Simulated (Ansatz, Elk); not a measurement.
## BeAg: X-ray structure factors from the self-consistent density

The structure of BeAg used here is made up (a known structure type with other elements) and was relaxed beforehand with PBE. The aim is the Fourier transform of its all-electron density, F(hkl), set beside the sum over free spherical atoms that refinements use.

Main program and level: Elk 11.2.3 (patched build); DFT, PBE, all-electron APW+lo, Dirac cores, scalar-relativistic bands, static density, no spin.

This account leaves out most program logs.

The structure was built from a prototype and need not be the compound's stable phase.

### 1. The structure

Symmetry: Pm-3m, No. 221, cubic system. Conventional cell: a = 2.949 Å, b = 2.949 Å, c = 2.949 Å, α = 90.00°, β = 90.00°, γ = 90.00°. Ag has 8 Be at 2.55 Å nearest. Be has 8 Ag at 2.55 Å nearest. Farther neighbours are not listed.

### 2. Ground state and structure factors

An all-electron density is needed, since X-rays see the cores too. Task 0 finds the density and task 195 Fourier-transforms it; tshift is off so that phases refer to the origin typed.

Input file elk.in:

```
tasks
  0
  195

xctype
  20

spinpol
  .false.

rgkmax
  7.0

gmaxvr
  14.0

lmaxo
  7

lmaxapw
  8

swidth
  0.002

tshift
  .false.

ramdisk
  .false.

hmaxvr
  5.5

maxscl
  120

epspot
  1e-06

sppath
  './'

avec
  5.57257762910 0.00000000000 0.00000000000
  0.00000000000 5.57257762910 0.00000000000
  0.00000000000 0.00000000000 5.57257762910

atoms
  2
  'Ag.in'
  1
  0.0000000000 -0.0000000000 -0.0000000000   0.000000 0.000000 0.000000
  'Be.in'
  1
  0.5000000000 0.5000000000 0.5000000000   0.000000 0.000000 0.000000

ngridk
  8 8 8
```

Run with:

```
> OMP_NUM_THREADS=4 elk
```

Run time: 5.6 s. Hardware: 4 threads of Arm Neoverse V2, shared host; peak memory 0.16 GiB; 14 s of CPU time.

SFACRHO.OUT:

```text

h k l indices transformed by vhmat matrix:
   1.000000000       0.000000000       0.000000000    
   0.000000000       1.000000000       0.000000000    
   0.000000000       0.000000000       1.000000000    

      h      k      l  multipl.   |H|            Re(F)            Im(F)           |F|

      0      0      0      1   0.0000000       51.000000      0.68146263E-17   51.000000    
      0      0     -1      6   1.1275187       37.407823     -0.17322917E-15   37.407823    
      1     -1      0     12   1.5945522       37.394431      0.34628183E-15   37.394431    
     -1      1      1      8   1.9529196       30.951959      0.22415170E-15   30.951959    
      0      2      0      6   2.2550373       32.024977     -0.41298113E-15   32.024977    
     -1     -2      0     24   2.5212084       27.081707     -0.57664531E-15   27.081707    
     -1      1     -2     24   2.7618454       28.662030     -0.97064508E-15   28.662030    
     -2      2      0     12   3.1891044       26.282413     -0.53882260E-15   26.282413    
     -3      0      0      6   3.3825560       22.685447     -0.49150785E-15   22.685447    
      2     -1      2     24   3.3825560       22.660508      0.50066969E-15   22.660508    
      1      3      0     24   3.5655271       24.521523     -0.62193113E-15   24.521523    
     -3     -1     -1     24   3.7395564       21.307887     -0.77253063E-15   21.307887    
     -2      2     -2      8   3.9058392       23.125324     -0.76179612E-15   23.125324    
      0     -2      3     24   4.0653264       20.242596     -0.36415892E-15   20.242596    
      1     -3     -2     48   4.2187886       22.022225      0.55196016E-15   22.022225    
      0      0      4      6   4.5100747       21.120219     -0.45390398E-15   21.120219    
     -2      2     -3     24   4.6488786       18.664291      0.14196580E-14   18.664291    
      1      0     -4     24   4.6488786       18.688570     -0.38456189E-15   18.688570
```

Elk indexes on the primitive cell of elk.in and gives |H| = 4π sin θ/λ in inverse bohr. Below, one row stands for each form hkl of the conventional cell (m members, Friedel mates merged), F is for one primitive cell and the density is static (no thermal factor). Free-atom factors are Waasmaier and Kirfel's, and R is Σm||F|−|F'||/Σm|F|.

```
hkl   m  sin θ/λ (Å⁻¹)  abs F, DFT  neutral atoms   diff.
100   6          0.170      37.408         37.711  -0.303
110  12          0.240      37.394         37.647  -0.253
111   8          0.294      30.952         31.047  -0.095
200   6          0.339      32.025         32.054  -0.029
210  24          0.379      27.082         27.040  +0.042
211  24          0.415      28.662         28.591  +0.071
220  12          0.480      26.282         26.198  +0.084
300   6          0.509      22.685         22.568  +0.117
221  24          0.509      22.660         22.568  +0.093
310  24          0.536      24.521         24.447  +0.075
311  24          0.562      21.308         21.221  +0.087
222   8          0.587      23.125         23.104  +0.021
320  24          0.611      20.243         20.189  +0.054
321  48          0.634      22.022         22.029  -0.007
```

### 3. The highest occupied states alone

An energy window below the Fermi level keeps the highest occupied states, to see at which angles they scatter; shallow core shells can lie inside it and anion s states outside. No new self-consistency is needed.

elk.in, as its differences from that of step 2:

```diff
@@ -1,3 +1,2 @@
 tasks
-  0
   195
@@ -40,2 +39,5 @@
 
+wsfac
+  -0.177960 0.563030
+
 sppath
```

Run with:

```
> OMP_NUM_THREADS=4 elk
```

Elapsed: 1.7 s, on 4 threads; peak memory 0.16 GiB; 2.5 s of CPU time.

States within 12 eV below the Fermi level hold 13.00 electrons; any levels below the window count with the cores. Their amplitudes can exceed the total, where window and core parts have opposite phase:

| hkl | sin θ/λ (Å⁻¹) | abs F, window | abs F, all |
| --- | --- | --- | --- |
| 100 | 0.170 | 5.564 | 37.408 |
| 110 | 0.240 | 3.748 | 37.394 |
| 111 | 0.294 | 2.479 | 30.952 |
| 200 | 0.339 | 1.585 | 32.025 |
| 210 | 0.379 | 1.094 | 27.082 |
| 211 | 0.415 | 0.662 | 28.662 |
| 220 | 0.480 | 0.197 | 26.282 |
| 300 | 0.509 | 0.079 | 22.685 |
| 221 | 0.509 | 0.054 | 22.660 |
| 310 | 0.536 | 0.018 | 24.521 |

### 4. Another functional

The difference from free atoms is small, so it is set against the change that LDA (Perdew-Wang) makes.

elk.in, as its differences from that of step 3:

```diff
@@ -1,2 +1,3 @@
 tasks
+  0
   195
@@ -4,3 +5,3 @@
 xctype
-  20
+  3
 
@@ -39,5 +40,2 @@
 
-wsfac
-  -0.177960 0.563030
-
 sppath
```

Run with:

```
> OMP_NUM_THREADS=4 elk
```

The job ended after 3.3 s (4 threads; peak memory 0.16 GiB).

Against the first run R = 0.05 %; the largest change is -0.021 at 111.

### 5. Basis size

A smaller basis shows how fast F responds to it; the change is likely larger than the basis error of the first run, but doesn't show convergence.

elk.in, as its differences from that of step 4:

```diff
@@ -5,3 +5,3 @@
 xctype
-  3
+  20
 
@@ -11,3 +11,3 @@
 rgkmax
-  7.0
+  5.5
```

Run with:

```
> OMP_NUM_THREADS=4 elk
```

It took 5.4 s on 4 threads; peak memory 0.16 GiB.

Against the first run R = 0.01 %; the largest change is +0.009 at 211.

### 6. Basis size

The basis and the expansions that go with it are enlarged, to see whether the differences are converged.

elk.in, as its differences from that of step 5:

```diff
@@ -11,12 +11,12 @@
 rgkmax
-  5.5
+  8.5
 
 gmaxvr
-  14.0
+  18.0
 
 lmaxo
-  7
+  9
 
 lmaxapw
-  8
+  10
```

Run with:

```
> OMP_NUM_THREADS=4 elk
```

Run time: 11 s. Hardware: 4 threads; peak memory 0.16 GiB; 26 s of CPU time.

Against the first run R = 0.00 %; the largest change is +0.002 at 220.

### 7. Settings against the effect

```
                              run  R against the first run (%)  R against neutral atoms, low angle (%)  wall time
                    PBE, rgkmax 7                         0.00                                    0.61      5.6 s
                LDA (Perdew-Wang)                         0.05                                    0.65      3.3 s
                       rgkmax 5.5                         0.01                                    0.61      5.4 s
rgkmax 8.5 with larger expansions                         0.00                                    0.61       11 s
```

### 8. Outcome

| Item | Value |
| --- | --- |
| R against neutral atoms, sin θ/λ < 0.3 Å⁻¹ | 0.61 % |
| R against neutral atoms, 0.3 to 0.80 Å⁻¹ | 0.21 % |

What this shows: Independent neutral atoms miss the calculated amplitudes by R = 0.61 % below 0.3 Å⁻¹ and 0.21 % from there to 0.80 Å⁻¹; by shells, 0.61 % 0.15 to 0.3 (3 forms), 0.19 % 0.3 to 0.45 (3 forms), 0.22 % above 0.45 (17 forms). Bonding, aspherical density and the tables' own atoms all enter these figures, and the runs don't part them. The largest change of an amplitude is -0.30 electrons, at 100. The window's part falls from 13.0 electrons at the origin to at most 0.20 between 0.45 and 0.80 Å⁻¹. Below 0.3 Å⁻¹ the changes that finished (LDA (Perdew-Wang), rgkmax 5.5 and rgkmax 8.5 with larger expansions) move F by R = 0.04 % at most, against the 0.61 % that separates it from free atoms. The k-mesh has no finished test. These runs have no spin, though d or f shells may be open. Part of the difference isn't bonding: the tables are fits to free atoms and ions calculated by other methods than this functional. Thermal motion, anomalous dispersion and extinction are left out.

[Logs are printed without paths, hosts, clocks, repeated set-up lines and the standing remarks that a program may print on its own settings, such as how far it seeks lower states.]

[Hosts, paths, dates, database ids (printed as entryN), source tags and the programs' standing remarks are cut or masked in the printed files.]
